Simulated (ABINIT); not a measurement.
## A GW chain in ABINIT: CdS (Greenockite)

Aim: the G0W0 gap of CdS (Greenockite) on PBE, step by step.

Method: PBE and many-body steps on it, plane waves, in ABINIT 10.8.3.

The database entry behind the starting cell differs from other determinations, so it need not match the best structure at room temperature.

### Step 1. The system as given

It takes space group P6_3mc (No. 186, hexagonal). Conventional cell: a = 4.137 Å, b = 4.137 Å, c = 6.714 Å, α = 90.00°, β = 90.00°, γ = 120.00°. Cd has 4 S at 2.52 to 2.53 Å nearest. Nearest to S lie 4 Cd at 2.52 to 2.53 Å. Farther neighbours, and contacts between anions beyond the nearest, are not listed.

Coordinates:

```cif
data_structure
_symmetry_space_group_name_H-M 'P 1'
_symmetry_Int_Tables_number 1
_cell_length_a 4.1370
_cell_length_b 4.1370
_cell_length_c 6.7144
_cell_angle_alpha 90.000
_cell_angle_beta 90.000
_cell_angle_gamma 120.000
_cell_volume 99.52
loop_
_atom_site_label
_atom_site_type_symbol
_atom_site_fract_x
_atom_site_fract_y
_atom_site_fract_z
_atom_site_occupancy
Cd1 Cd 0.66667 0.33333 0.00000 1
Cd2 Cd 0.33333 0.66667 0.50000 1
S3 S 0.66667 0.33333 0.37500 1
S4 S 0.33333 0.66667 0.87500 1
```

The cell and positions come from the Crystallography Open Database and are kept as given unless a step says otherwise.

### Step 2. Ground state

This step: ABINIT 10.8.3; DFT, PBE, plane waves, norm-conserving pseudopotentials.

The ground-state density comes first.

Contents of run.abi:

```
acell 3*1.0 Angstrom
rprim 
  4.137000000025 -0.000000000006 0.000000000000
  -2.068500000008 3.582747095481 0.000000000000
  0.000000000000 0.000000000000 6.714400000000
ntypat 2
znucl 48 16
natom 4
typat 1 1 2 2
xred 
  0.666666666667 0.333333333333 0.000000000000
  0.333333333333 0.666666666667 0.500000000000
  0.666666666667 0.333333333333 0.375000000000
  0.333333333333 0.666666666667 0.875000000000
pp_dirpath "pseudos"
pseudos "Cd.upf, S.upf"
ecut 47
ngkpt 3 3 4
nshiftk 1
shiftk 0 0 0
kptopt 1
chksymbreak 0
nband 32
occopt 1
tolvrs 1e-08
nstep 60
prtwf 0
optforces 0
optstress 0
indata_prefix "in"
outdata_prefix "out"
tmpdata_prefix "tmp"
```

Run with:

```console
$ OMP_NUM_THREADS=1 mpirun -n 4 abinit run.abi > log
```

Output:

```text
.Version 10.8.3 of ABINIT. v10.8.2 released Aug 2026.

 Symmetries : space group P6_3 m c (#186); Bravais hP (primitive hexag.)
================================================================================
 Values of the parameters that define the memory need of the present run
     intxc =       0    ionmov =       0      iscf =       7    lmnmax =       6
     lnmax =       6     mgfft =      80  mpssoang =       3    mqgrid =    3916
     natom =       4  nloc_mem =       1    nspden =       1   nspinor =       1
    nsppol =       1      nsym =      12    n1xccc =    2501    ntypat =       2
    occopt =       1   xclevel =       2
-    mband =          32        mffmem =           1         mkmem =           3
       mpw =       10374          nfft =      200000          nkpt =           9
================================================================================
  Rough estimation (10% accuracy) of disk space for files :
================================================================================

--------------------------------------------------------------------------------
------------- Echo of variables that govern the present computation ------------
--------------------------------------------------------------------------------
 -outvars: echo values of preprocessed input variables --------
            acell      1.8897261259E+00  1.8897261259E+00  1.8897261259E+00 Bohr

      chksymbreak           0
             ecut      4.70000000E+01 Hartree
-          fftalg         312

              ixc     -101130
              kpt      0.00000000E+00  0.00000000E+00  0.00000000E+00
                       3.33333333E-01  0.00000000E+00  0.00000000E+00
                       3.33333333E-01  3.33333333E-01  0.00000000E+00
                       0.00000000E+00  0.00000000E+00  2.50000000E-01
                       3.33333333E-01  0.00000000E+00  2.50000000E-01
                       3.33333333E-01  3.33333333E-01  2.50000000E-01
                       0.00000000E+00  0.00000000E+00  5.00000000E-01
                       3.33333333E-01  0.00000000E+00  5.00000000E-01
                       3.33333333E-01  3.33333333E-01  5.00000000E-01
         kptrlatt        3    0    0      0    3    0      0    0    4
          kptrlen      2.34533909E+01
P           mkmem           3
            natom           4
            nband          32
            ngfft          50      50      80
             nkpt           9
            nstep          60
             nsym          12
           ntypat           2
              occ      2.000000  2.000000  2.000000  2.000000  2.000000  2.000000
                       2.000000  2.000000  2.000000  2.000000  2.000000  2.000000
                       2.000000  2.000000  2.000000  2.000000  2.000000  2.000000
                       2.000000  2.000000  2.000000  2.000000  2.000000  2.000000
                       2.000000  2.000000  0.000000  0.000000  0.000000  0.000000
                       0.000000  0.000000
        optforces           0
        optstress           0
            prtwf           0
            rprim      4.1370000000E+00 -6.0000000000E-12  0.0000000000E+00
                      -2.0685000000E+00  3.5827470955E+00  0.0000000000E+00
                       0.0000000000E+00  0.0000000000E+00  6.7144000000E+00
          spgroup         186

           tolvrs      1.00000000E-08

             xred      6.6666666667E-01  3.3333333333E-01  0.0000000000E+00
[...]
znucl       48.00000   16.00000

================================================================================

 chkinp: Checking input parameters for consistency.

================================================================================
== DATASET  1 ==================================================================
-   mpi_nproc: 4, omp_nthreads: 1 (-1 if OMP is not activated)

--- !DatasetInfo
iteration_state: {dtset: 1, }
dimensions: {natom: 4, nkpt: 9, mband: 32, nsppol: 1, nspinor: 1, nspden: 1, mpw: 10374, }
cutoff_energies: {ecut:  47.0, pawecutdg:  -1.0, }
electrons: {nelect:   5.20000000E+01, charge:   0.00000000E+00, occopt:   1.00000000E+00, tsmear:   1.00000000E-02, }

 Real(R)+Recip(G) space primitive vectors, cartesian coordinates (Bohr,Bohr^-1):
 R(1)=  7.8177970  0.0000000  0.0000000  G(1)=  0.1279133  0.0738508  0.0000000
 R(2)= -3.9088985  6.7704108  0.0000000  G(2)=  0.0000000  0.1477015  0.0000000
 R(3)=  0.0000000  0.0000000 12.6883771  G(3)=  0.0000000  0.0000000  0.0788123
 Unit cell volume ucvol=  6.7159196E+02 bohr^3
 Angles (23,13,12)=  9.00000000E+01  9.00000000E+01  1.20000000E+02 degrees

 getcut: wavevector=  0.0000  0.0000  0.0000  ngfft=  50  50  80
         ecut(hartree)=     47.000   => boxcut(ratio)=   2.04301

--- Pseudopotential description ------------------------------------------------
- Cd Generated using ONCVPSP code by D. R. Hamann
- 48.00000  20.00000  171031                  znucl, zion, pspdat
12 -101130 2 -1 1368                          pspcod,pspxc,lmax,lloc,mmax
     nproj     2     2     2
  pspatm : epsatm=   23.16453630
         --- l  ekb(1:nproj) -->
[...]
pspatm: atomic psp has been read  and splines computed

- S Generated using ONCVPSP code by D. R. Hamann
- 16.00000   6.00000  171031                  znucl, zion, pspdat
12 -101130 2 -1 1146                          pspcod,pspxc,lmax,lloc,mmax
     nproj     2     2     2
  pspatm : epsatm=    9.01821529
         --- l  ekb(1:nproj) -->
[...]
pspatm: atomic psp has been read  and splines computed

   3.34700617E+03                                ecore*ucvol(ha*bohr**3)
--------------------------------------------------------------------------------

_setup2: Arith. and geom. avg. npw (full set) are   10335.861   10335.834

================================================================================

--- !BeginCycle
iteration_state: {dtset: 1, }
solver: {iscf: 7, nstep: 60, nline: 4, wfoptalg: 0, }
tolerances: {tolvrs: 1.00E-08, }

     iter   Etot(hartree)      deltaE(h)  residm     vres2
 ETOT  1  -367.19799258597    -3.672E+02 1.953E+00 1.409E+04
 ETOT  2  -369.80851661036    -2.611E+00 6.762E-02 2.293E+04
 ETOT  3  -372.46323085201    -2.655E+00 1.941E-02 3.045E+03
 ETOT  4  -372.70050882150    -2.373E-01 3.199E-02 1.102E+03
 ETOT  5  -372.81012524264    -1.096E-01 4.070E-02 1.635E+02
 ETOT  6  -372.82991111300    -1.979E-02 6.591E-03 4.015E-01
 ETOT  7  -372.82960327128     3.078E-04 1.171E-03 3.381E+00
 ETOT  8  -372.83003215256    -4.289E-04 1.643E-03 4.482E-02
 ETOT  9  -372.83003457667    -2.424E-06 4.348E-04 2.807E-02
 ETOT 10  -372.83003832963    -3.753E-06 3.601E-04 3.297E-05
 ETOT 11  -372.83003833812    -8.499E-09 1.437E-04 5.941E-07
 ETOT 12  -372.83003833824    -1.200E-10 9.242E-05 4.755E-08
 ETOT 13  -372.83003833824     4.377E-12 5.838E-05 3.506E-09

 At SCF step   13       vres2   =  3.51E-09 < tolvrs=  1.00E-08 =>converged.

--- !ResultsGS
iteration_state: {dtset: 1, }
comment   : Summary of ground state results
lattice_vectors:
- [  7.8177970,  -0.0000000,   0.0000000, ]
- [ -3.9088985,   6.7704108,   0.0000000, ]
- [  0.0000000,   0.0000000,  12.6883771, ]
lattice_lengths: [   7.81780,    7.81780,   12.68838, ]
lattice_angles: [ 90.000,  90.000, 120.000, ] # degrees, (23, 13, 12)
lattice_volume:   6.7159196E+02
convergence: {deltae:  4.377E-12, res2:  3.506E-09, residm:  5.838E-05, diffor:  0.000E+00, }
etotal    :  -3.72830038E+02
entropy   :   0.00000000E+00
fermie    :   1.60565230E-01
cartesian_stress_tensor: null
pressure_GPa: null
xred      :
- [  6.6667E-01,   3.3333E-01,   0.0000E+00, Cd]
- [  3.3333E-01,   6.6667E-01,   5.0000E-01, Cd]
- [  6.6667E-01,   3.3333E-01,   3.7500E-01,  S]
- [  3.3333E-01,   6.6667E-01,   8.7500E-01,  S]
cartesian_forces: null
force_length_stats: {min: null, max: null, mean: null, }

 Integrated electronic density in atomic spheres:
 ------------------------------------------------
 Atom  Sphere_radius  Integrated_density
[...]
4        2.00000          3.92166339
================================================================================

 ----iterations are completed or convergence reached----

 Mean square residual over all n,k,spin=   63.677E-08; max=  58.384E-06
 reduced coordinates (array xred) for    4 atoms
       0.666667      0.333333      0.000000
       0.333333      0.666667      0.500000
       0.666667      0.333333      0.375000
       0.333333      0.666667      0.875000
 rms dE/dt=  0.0000E+00; max dE/dt=  0.0000E+00; dE/dt below (all hartree)
    1       0.000000      0.000000      0.000000
    2       0.000000      0.000000      0.000000
    3       0.000000      0.000000      0.000000
    4       0.000000      0.000000      0.000000

 cartesian coordinates (angstrom) at end:
    1      2.068500     1.194249     0.000000
    2      3e-12     2.388498     3.357200
    3      2.068500     1.194249     2.517900
    4      3e-12     2.388498     5.875100
 length scales=  1.889726  1.889726  1.889726 bohr
              =  1.000000  1.000000  1.000000 angstroms
 prteigrs : about to open file out_EIG
 Fermi (or HOMO) energy (hartree) =   0.16057   Average Vxc (hartree)=  -0.34259
 Eigenvalues (hartree) for nkpt=   9  k points:
 kpt#   1, nband= 32, wtk=  0.02778, kpt=  0.0000  0.0000  0.0000 (reduced coord)
  -3.56532   -3.56532   -2.13456   -2.13454   -2.13443   -2.13443   -2.13443   -2.13443
  -0.29322   -0.27715   -0.12388   -0.12293   -0.12293   -0.11972   -0.11972   -0.10812
  -0.10812   -0.10475   -0.10475   -0.09209   -0.00119    0.13221    0.13221    0.15866
   0.16057    0.16057    0.20460    0.26256    0.39705    0.39705    0.40922    0.43793
 prteigrs : prtvol=0 or 1, do not print more k-points.

--- !EnergyTerms
iteration_state     : {dtset: 1, }
comment             : Components of total free energy in Hartree
kinetic             :  1.308255E+02
hartree             :  1.306884E+02
xc                  : -5.485494E+01
Ewald energy        : -1.984352E+02
psp_core            :  4.983690E+00
local_psp           : -3.975280E+02
non_local_psp       :  1.149052E+01
total_energy        : -3.728300E+02
total_energy_eV     : -1.014522E+04
band_energy         : -4.215389E+01

== END DATASET(S) ==============================================================
================================================================================

 -outvars: echo values of variables after computation  --------
           etotal     -3.7283003834E+02
            nband          32
             nkpt           9
          spgroup         186
 [... the other variables as echoed above ...]

 Calculation completed.
```

It took 53 s on 4 MPI ranks of Arm Neoverse V1, shared host; peak memory 0.53 GiB; 3.5 min of CPU time.

Numbers from this step:

- total energy: -10145.2222 eV
- gap: 1.198 eV
- k of the valence top: 0, 0, 0
- k of the conduction bottom: 0, 0, 0
- least direct gap: 1.198 eV

The gap is direct, at Γ.

(Part 1 of 3 ends here.)

[Long decimals in the printed logs are rounded to 6 places.]

[Logs are printed without paths, hosts, clocks, repeated set-up lines and the standing remarks that a program may print on its own settings, such as how far it seeks lower states.]

[Paths, hosts, dates, memory and timing lines, banners, echoed tables and standing remarks are left out of the program output; an Ansatz launch command may be rebuilt from the run's recorded settings. Measured values are a selection of at most five: reports struck by readers or far from the other reports are left out. None is set beside runs whose start may be inverted or whose files or cutoffs have a known fault.]

[Runs of the session that timed out or met a known fault of the program may be left out.]

[Hosts, paths, dates, database ids (printed as entryN), source tags and the programs' standing remarks are cut or masked in the printed files.]

[G0W0 gaps are taken among the corrected bands and points alone; a level outside them can change the order at an edge.]

[Where Ansatz stands beside ABINIT at settings called matched, ABINIT's density can come from a denser mesh and the files from another edition; pairs whose starting gaps differed by over 0.03 eV were left out, so agreement reads better than it is.]
